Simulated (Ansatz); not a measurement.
## Resistivity from frozen vibrations: Mo(100) with 4 thermally displaced layers, 2x2

Aim: the resistivity of Mo at 300 K from frozen thermal displacements between perfect leads. The measured value for the pure metal at this temperature is 5.52 µΩ cm (CRC Handbook of Chemistry and Physics, 84th ed., 2003, Electrical Resistivity of Pure Metals).

Program: Ansatz 0.2.0. Level of theory: Ansatz plane-wave DFT, PBE, PAW files; ballistic transport by layer matching (Landauer), zero bias; PAW set soft_1. Results are calculated unless marked as measured.

### Step 1. Starting point

The cell holds 56 atoms: 56 Mo. Its edges and angles: a = 6.294 Å, b = 6.294 Å, c = 22.029 Å, α = 90.0°, β = 90.0°, γ = 90.0°. It derives from Mo. Regions: lead, 40 atoms (40 Mo); scattering region, 16 atoms (16 Mo). The structure is stacked along c, and the current runs across the ab planes.

### Step 2. With 4 displaced layers

Each atom of 4 layers is moved at random, by amounts drawn from a normal law 0.0488 Å wide in each direction from the Debye model (450 K) at 300 K. The layers about the cell's end stay perfect and serve as the lead. Disorder leaves little or no symmetry, which makes such runs dear. Energies from -0.05 to 0.05 eV in steps of 0.05 eV are too few for the program's thermal sum, so it prints no conductance; for a metal the transmission near the Fermi level serves, at a fraction of the cost.

Contents of input.yaml:

```yaml
crystal:
  lattice:
    - [6.294, 0.0, 0.0]
    - [0.0, 6.294, 0.0]
    - [0.0, 0.0, 22.029]
  atoms:
    - { symbol: Mo, position: [0.0, 0.0, 0.0357142857] }
    - { symbol: Mo, position: [0.0, 0.5, 0.0357142857] }
    - { symbol: Mo, position: [0.5, 0.0, 0.0357142857] }
    - { symbol: Mo, position: [0.5, 0.5, 0.0357142857] }
    - { symbol: Mo, position: [0.25, 0.25, 0.1071428571] }
    - { symbol: Mo, position: [0.25, 0.75, 0.1071428571] }
    - { symbol: Mo, position: [0.75, 0.25, 0.1071428571] }
    - { symbol: Mo, position: [0.75, 0.75, 0.1071428571] }
    - { symbol: Mo, position: [0.0, 0.0, 0.1785714286] }
    - { symbol: Mo, position: [0.0, 0.5, 0.1785714286] }
    - { symbol: Mo, position: [0.5, 0.0, 0.1785714286] }
    - { symbol: Mo, position: [0.5, 0.5, 0.1785714286] }
    - { symbol: Mo, position: [0.25, 0.25, 0.25] }
    - { symbol: Mo, position: [0.25, 0.75, 0.25] }
    - { symbol: Mo, position: [0.75, 0.25, 0.25] }
    - { symbol: Mo, position: [0.75, 0.75, 0.25] }
    - { symbol: Mo, position: [0.0, 0.0, 0.3214285714] }
    - { symbol: Mo, position: [0.0, 0.5, 0.3214285714] }
    - { symbol: Mo, position: [0.5, 0.0, 0.3214285714] }
    - { symbol: Mo, position: [0.5, 0.5, 0.3214285714] }
    - { symbol: Mo, position: [0.2509754305, 0.2489751142, 0.3942767079] }
    - { symbol: Mo, position: [0.250813828, 0.7458442111, 0.3936586568] }
    - { symbol: Mo, position: [0.7601165928, 0.2573475706, 0.3912972387] }
    - { symbol: Mo, position: [0.7401827046, 0.74516456, 0.3929487463] }
    - { symbol: Mo, position: [0.9819621252, 0.9983025874, 0.4615240199] }
    - { symbol: Mo, position: [0.9943189798, 0.4957775719, 0.4635846013] }
    - { symbol: Mo, position: [0.5031934803, 0.008087947, 0.4640008035] }
    - { symbol: Mo, position: [0.5106011917, 0.4948393379, 0.4650648738] }
    - { symbol: Mo, position: [0.2570092328, 0.250729359, 0.5340662404] }
    - { symbol: Mo, position: [0.2428491411, 0.7464489067, 0.5362023717] }
    - { symbol: Mo, position: [0.7421672579, 0.2483771902, 0.5353613465] }
    - { symbol: Mo, position: [0.7541959466, 0.7516653519, 0.5365020072] }
    - { symbol: Mo, position: [0.9949275172, 0.9989944415, 0.6088806223] }
    - { symbol: Mo, position: [0.0115862225, 0.4902320147, 0.6104986305] }
    - { symbol: Mo, position: [0.5104414671, 0.00606151, 0.6077290512] }
    - { symbol: Mo, position: [0.4975645482, 0.5113115038, 0.6114879786] }
    - { symbol: Mo, position: [0.25, 0.25, 0.6785714286] }
    - { symbol: Mo, position: [0.25, 0.75, 0.6785714286] }
    - { symbol: Mo, position: [0.75, 0.25, 0.6785714286] }
    - { symbol: Mo, position: [0.75, 0.75, 0.6785714286] }
    - { symbol: Mo, position: [0.0, 0.0, 0.75] }
    - { symbol: Mo, position: [0.0, 0.5, 0.75] }
    - { symbol: Mo, position: [0.5, 0.0, 0.75] }
    - { symbol: Mo, position: [0.5, 0.5, 0.75] }
    - { symbol: Mo, position: [0.25, 0.25, 0.8214285714] }
    - { symbol: Mo, position: [0.25, 0.75, 0.8214285714] }
    - { symbol: Mo, position: [0.75, 0.25, 0.8214285714] }
    - { symbol: Mo, position: [0.75, 0.75, 0.8214285714] }
    - { symbol: Mo, position: [0.0, 0.0, 0.8928571429] }
    - { symbol: Mo, position: [0.0, 0.5, 0.8928571429] }
    - { symbol: Mo, position: [0.5, 0.0, 0.8928571429] }
    - { symbol: Mo, position: [0.5, 0.5, 0.8928571429] }
    - { symbol: Mo, position: [0.25, 0.25, 0.9642857143] }
    - { symbol: Mo, position: [0.25, 0.75, 0.9642857143] }
    - { symbol: Mo, position: [0.75, 0.25, 0.9642857143] }
    - { symbol: Mo, position: [0.75, 0.75, 0.9642857143] }
kpoints:
  mp_grid: { grid: [4, 4, 1] }
hamiltonian:
  xc: pbe
  pseudopotentials: { kind: paw, azcp: { folder: soft_1 } }
scf:
  occupations: { method: fermi_dirac, width: 0.1 }
output:
  transmission: { leads: [[0, 4]], kmesh: [8, 8], e_range: [-0.05, 0.05], de: 0.05 }
  write_potential: true
  write_density: true
  volumetric_format: npy
  elf: true
```

Command:

```
ansatz run input.yaml --threads 8 --pin off --max-ram 15360MiB --backend cpu --events-out ev --progress --plain --runs-dir out
```

Numbers of over 12 decimals in the logs are rounded to 6 here.

The log of the run:

```text
Engine: ansatz 0.2.0, x86_64-unknown-linux-gnu
Pseudopotentials: kind: paw
Pseudopotential: Mo, paw, valence charge 14, recommended cutoff 420 eV (normal), soft_1/Mo.paw.azcp
Functional definition: PBE
  parameter kappa = 0.804
  parameter beta = 0.066725
  exchange = pbe_x(kappa = kappa, mu = beta*pi^2/3)
  correlation = pbe_c(beta = beta)
Crystal: 56 atoms, lattice volume = 872.666 Å³
Basis set: ecut = 420 eV, 17109 PW (Γ)
Bands: 471, of which v1, the nominal top of the filled ones, is band 392 counted from 1 (391 counted from 0)
Symmetry: 1 space group operations
Space group: P1 (ITA 1), of the structure as read, at distance tolerance 9.6e-5 Å
k-points: 10 of 16 (time reversal used)
Non-local potential: Mo, projectors of the file, l = 0: 3, l = 1: 2, l = 2: 2, l = 3: 1
PAW form: soft (Blöchl's): semilocal exchange-correlation on the pseudo side does not see the compensation charge
PAW one-centre angular grid: Mo, 590 points (default); XC on 64 Gauss nodes
Initial density: superposition of atomic densities (chi_scale 0.1, normalization cell)
Initial wavefunctions: pseudopotential atomic-orbital guess
Functional: x = pbe(κ = 0.804, μ = 0.219515), c = pbe(β = 0.066725)
SCF iter   1: F=—  HF=-277573.142890 eV  |F-HF|=—  |Δ(HF+E_count)|=         —  Δρ=1.06e-1  dr2=9.88e1  ethr=3.10e-3  ⟨swp⟩=4.3  Hψ=16855  notcnv=0
preconditioner: auto → Kerker (q_TF=auto, 2.680 Å⁻¹)  [metal: Δε(μ)=0.010 eV  Ē_g=4.668 eV  σ=0.100 eV  W_gap=0.03  n_scr=286 (ndim 8)  ℏωp=23.0 eV  f_vac=0.000  D(μ)=36.65/eV (n_scr^D=302)]
SCF iter   2: F=—  HF=-277547.672862 eV  |F-HF|=—  |Δ(HF+E_count)|=    2.55e1  Δρ=5.91e-2  dr2=2.87e1  ethr=3.10e-3  ⟨swp⟩=2.0  Hψ=9276  notcnv=0
SCF iter   3: F=—  HF=-277538.663678 eV  |F-HF|=—  |Δ(HF+E_count)|=    9.01e0  Δρ=7.99e-3  dr2=2.23e-1  ethr=3.10e-3  ⟨swp⟩=2.2  Hψ=8600  notcnv=0
SCF iter   4: F=—  HF=-277538.719768 eV  |F-HF|=—  |Δ(HF+E_count)|=   5.61e-2  Δρ=9.27e-4  dr2=6.56e-3  ethr=2.85e-5  ⟨swp⟩=2.9  Hψ=8816  notcnv=0
SCF iter   5: F=—  HF=-277538.720022 eV  |F-HF|=—  |Δ(HF+E_count)|=   2.54e-4  Δρ=1.61e-4  dr2=1.13e-4  ethr=8.37e-7  ⟨swp⟩=2.1  Hψ=8074  notcnv=0
SCF iter   6: F=—  HF=-277538.720036 eV  |F-HF|=—  |Δ(HF+E_count)|=   1.46e-5  Δρ=2.83e-5  dr2=6.85e-6  ethr=1.44e-8  ⟨swp⟩=2.0  Hψ=8537  notcnv=0
SCF iter   7: F=—  HF=-277538.719100 eV  |F-HF|=—  |Δ(HF+E_count)|=   9.36e-4  Δρ=4.13e-6  dr2=3.92e-7  ethr=8.74e-10  ⟨swp⟩=1.3  Hψ=4713  notcnv=0
SCF iter   8: F=-277538.719100 eV  HF=-277538.719100 eV  |F-HF|=2.54e-8  |Δ(HF+E_count)|=   6.69e-9  Δρ=8.70e-7  dr2=2.87e-8  ethr=1.28e-11  ⟨swp⟩=6.5  Hψ=10621  notcnv=0
SCF 1 converged in 8 iterations: F = -277538.719100 eV  dr2 = 2.87e-8
  greatest PAW one-centre occupation: 0.999 electrons in one spin orbital (limit 2), on the Mo atom at site 22 (counted from 0), in its partial waves of l = 0
transmission: 144 of 1428 steps passed
transmission: 288 of 1428 steps passed
[...]
transmission: 1428 of 1428 steps passed
SCF converged after 8 iterations
Free energy (F): -277538.719100 eV
Harris-Foulkes:  -277538.719100 eV  (|F-HF|=2.54e-8)
Internal energy: -277537.291795 eV  (E = F + TS)
E sigma→0 (E₀):  -277538.005448 eV
Entropy (-TS):   -1.427305 eV (-25.488 meV/atom)
Fermi energy:    21.181402 eV
--- Per-component energies (eV) ---
  E_band       = -3032.203763
  E_kinetic    = 23666.246926
  E_local      = -43082.238618  (includes V_loc(G=0)·N_el)
  E_nonlocal   = 8293.831301
  E_hartree    = 14679.866199
  E_xc         = -9881.999289
  E_vxc        = -12321.518436  (∫ρ·V_xc dr)
  E_paw        = -179862.423200  (= ΣΔE_a)
  E_vpaw       = -8948.252016  (= ΣTr[D̂ρ^β])
  E_aug_tail   = 0.002648  (compensation charges beyond the density's cutoff)
  E_ewald      = -91350.577761
  E_smearing   = -1.427305  (= −TS)
  E_closure    = 0.000000  (closes the sum)
  Σ components = -277538.719100   (vs F -277538.719100, Δ=0.00e0)
--- Band table (eV; the first three rows and the last of 10) ---
  k-point 0: bands = [... 388 lower, 21.1155, 21.1360, 21.1631, 21.1735, 21.1951, 21.2039, 21.2295, 21.2492, ... 75 higher]
  k-point 1: bands = [... 388 lower, 21.1620, 21.1795, 21.1860, 21.2359, 21.2524, 21.2765, 21.2875, 21.3042, ... 75 higher]
  k-point 2: bands = [... 388 lower, 21.1781, 21.1898, 21.2544, 21.2760, 21.3028, 21.3123, 21.3257, 21.3473, ... 75 higher]
  k-point 9: bands = [... 388 lower, 20.3574, 20.3636, 20.4095, 20.4241, 21.4334, 21.4421, 21.4541, 21.4835, ... 75 higher]
--- Transmission ---
  basis      : 349 plane waves across, 42 finite elements along
  points     : 34, standing for a mesh of 8 x 8
  energies   : 3 from -0.050000 to 0.050000 eV about the Fermi level, 0.050000 eV apart; the leads are filled to 0.000000 eV, and channels, transmission and decay are at 0.000000 eV
  crystal 0  : Mo4, at the sites [0, 4], period 1.5735 Å, over 15.73 Å; its Hamiltonian steps by up to 2.2 meV
    offset         : up to 0.0000 Å between an atom of the period and one for which it stands
    channels       : 6.781250e0 a spin
    conductance    : none, the energies end too early or step too widely for 300 K: set another output.transmission.e_range or a lower de, or, where they end at an eighth of basis.ecutwfc, a higher one
    slowest decay  : 0.0509 /Å at (0.5000, 0.3750)
  junction   : crystal 0 to crystal 0, 0.70 to 21.15 Å
    transmission   : 6.221974e0 a spin
    conductance    : none, the energies end too early or step too widely for 300 K: set another output.transmission.e_range or a lower de, or, where they end at an eighth of basis.ecutwfc, a higher one
```

Wall time 6.9 min (8 threads of Intel Xeon Platinum 8488C (Sapphire Rapids), shared host); peak memory 9.1 GiB.

The column dr2 measures how far the density is from self-consistency, as an energy; F and HF (Harris–Foulkes) agree once it is small.

This step gave:

```yaml
free_energy: -277538.7191 eV
energy_at_zero_smearing: -277538.0054 eV
fermi_energy: 21.18 eV
cell_area: 39.61 Å²
transmission_per_spin_nearest_the_fermi_level: 6.222
open_channels_per_spin_nearest_the_fermi_level: 6.781
step_of_the_lead_s_potential: 2.2 meV
```

Per spin. Transmission, zone mean against energy, zero at the Fermi level:

```
energy (eV)  transmission, zone mean
    -0.0500                     6.08
     0.0000                     6.22
     0.0500                     6.32
```

Per spin. Open channels, zone mean, lead against energy, zero at the Fermi level:

| energy (eV) | open channels, zone mean, lead |
| --- | --- |
| -0.0500 | 6.59 |
| 0.0000 | 6.78 |
| 0.0500 | 6.84 |

Transmission over k1 and k2. At 0.0000 eV from the Fermi level.

Ten even steps from '_' (0.0) to '@' (13.3):
```
____..--++--..__
::..--%%@@%%--..
::--##@@@@@@##--
::++@@@@@@@@@@++
::--##@@@@@@##--
::..--%%@@%%--..
____..--++--..__
____::::::::::__
```
Columns: k1 (b1) from -0.5 to 0.375; rows upwards: k2 (b2) from -0.5 to 0.375.

Open channels over k1 and k2. At 0.0000 eV from the Fermi level.

Values, 8 rows by 8 columns:
```
 0.0  1.0  2.0  5.0  7.0  5.0  2.0  1.0
 4.0  2.0  6.0 12.0 15.0 12.0  6.0  2.0
 4.0  5.0 12.0 14.0 14.0 14.0 12.0  5.0
 4.0  7.0 15.0 14.0 14.0 14.0 15.0  7.0
 4.0  5.0 12.0 14.0 14.0 14.0 12.0  5.0
 4.0  2.0  6.0 12.0 15.0 12.0  6.0  2.0
 0.0  1.0  2.0  5.0  7.0  5.0  2.0  1.0
 0.0  0.0  4.0  4.0  4.0  4.0  4.0  0.0
```
Columns: k1 (b1) from -0.5 to 0.375; rows upwards: k2 (b2) from -0.5 to 0.375.

Electrostatic potential energy in the ca plane at fractional y = 0.000, with atoms of Mo within 0.2 Å of it. With pseudopotentials it is smooth inside the atoms' cores, unlike the true potential.

Ten even steps from '0' (-56 eV) to '9' (22 eV), each cell a mean:
```
72003799952014899730016999730026999620047998
86446899985347999853247999963358999853469999
98889999998889999987789999998789999988899999
99999999999999999999999999999999999999999999
99999999999999999999999999999999999999999999
98888999998789999998789999987789999988899999
85346899985347999974347999853358999853469999
62003799951014899841015999730026999620037998
62002799851003899830015899730026999610037998
74124899973125899862137999852247999731258999
97668999987668999987679999987789999976689999
99999999999999999999999999999999999999999999
99999999999999999999999999999999999999999999
99999999999999999999999999999999999999999999
97667999987568999987789999986679999976689999
74124899963125899863248999852247999731258999
62002799851003899730016999730015999610037998
```
Columns run along c (16.0 Å, from fractional 0.14 to 0.86 of the cell; values clipped at the 3rd and 97th percentile), rows up along a (6.3 Å). Atoms in or near the plane, at fractional coordinates: Mo at (0.18, 0.00), Mo at (0.18, 0.50), Mo at (0.32, 0.00), Mo at (0.32, 0.50), Mo at (0.46, 0.98), Mo at (0.46, 0.50), Mo at (0.61, 0.99), Mo at (0.61, 0.51), Mo at (0.75, 0.00), Mo at (0.75, 0.50).

ELF in the ca plane at fractional y = 0.000, with atoms of Mo within 0.2 Å of it. It is the smooth field of the valence electrons, not physical close to the nuclei.

Values, 9 rows by 16 columns, each cell a mean:
```
0.49 0.53 0.32 0.42 0.59 0.31 0.40 0.62 0.31 0.32 0.62 0.38 0.32 0.59 0.41 0.32
0.31 0.29 0.42 0.34 0.26 0.41 0.35 0.28 0.39 0.39 0.27 0.37 0.41 0.26 0.34 0.42
0.34 0.32 0.41 0.37 0.28 0.41 0.39 0.27 0.41 0.41 0.27 0.39 0.41 0.28 0.37 0.41
0.43 0.47 0.36 0.38 0.53 0.33 0.35 0.56 0.33 0.33 0.59 0.36 0.34 0.53 0.38 0.36
0.52 0.56 0.26 0.46 0.59 0.28 0.38 0.61 0.31 0.31 0.61 0.38 0.28 0.59 0.45 0.26
0.35 0.37 0.40 0.34 0.40 0.37 0.34 0.40 0.35 0.35 0.37 0.33 0.37 0.40 0.34 0.40
0.38 0.35 0.41 0.41 0.32 0.41 0.42 0.31 0.42 0.42 0.31 0.42 0.42 0.33 0.41 0.41
0.31 0.31 0.42 0.32 0.31 0.39 0.34 0.26 0.38 0.36 0.29 0.34 0.39 0.31 0.32 0.41
0.51 0.56 0.28 0.45 0.60 0.29 0.39 0.62 0.30 0.31 0.62 0.39 0.29 0.60 0.44 0.28
```
Columns run along c (16.0 Å, from fractional 0.14 to 0.86 of the cell), rows up along a (6.3 Å). Atoms in or near the plane, at fractional coordinates: Mo at (0.18, 0.00), Mo at (0.18, 0.50), Mo at (0.32, 0.00), Mo at (0.32, 0.50), Mo at (0.46, 0.98), Mo at (0.46, 0.50), Mo at (0.61, 0.99), Mo at (0.61, 0.51), Mo at (0.75, 0.00), Mo at (0.75, 0.50).

Valence density in the ca plane at fractional y = 0.000, with atoms of Mo within 0.2 Å of it. It is the smooth field of the valence electrons, not physical close to the nuclei.

Ten even steps from '0' (0.2 e/Å³) to '9' (7.0 e/Å³), each cell a mean:
```
15884000016973000048961000038961000159830000
01331000002331000024530000013420000023310000
00000000000000000001100000000000000000000000
00000000000000000000000000000000000000000000
00000000000000000000000000000000000000000000
00000000000000000000000000000000000000000000
02331000002431000013420000024420000024310000
15884000016973000037961000049951000159830000
16995000027983000038972000049961000169940000
03663000014652000015641000025530000136620000
00110000001110000001100000001100000001100000
00000000000000000000000000000000000000000000
00000000000000000000000000000000000000000000
00000000000000000000000000000000000000000000
00110000001110000000000000001100000011100000
03663000014752000014530000025630000146620000
16995000027983000048961000049961000169940000
```
Columns run along c (16.0 Å, from fractional 0.14 to 0.86 of the cell), rows up along a (6.3 Å). Atoms in or near the plane, at fractional coordinates: Mo at (0.18, 0.00), Mo at (0.18, 0.50), Mo at (0.32, 0.00), Mo at (0.32, 0.50), Mo at (0.46, 0.98), Mo at (0.46, 0.50), Mo at (0.61, 0.99), Mo at (0.61, 0.51), Mo at (0.75, 0.00), Mo at (0.75, 0.50).

Over the solved energies the transmission per spin lies between 6.08 and 6.32, out of 6.74 channels of the lead on average (up to 6.84).

(Continued in part 2 of 2.)

[Logs are printed without paths, hosts, clocks, repeated set-up lines and the standing remarks that a program may print on its own settings, such as how far it seeks lower states.]

[Hosts, paths, dates, database ids (printed as entryN), source tags and the programs' standing remarks are cut or masked in the printed files.]
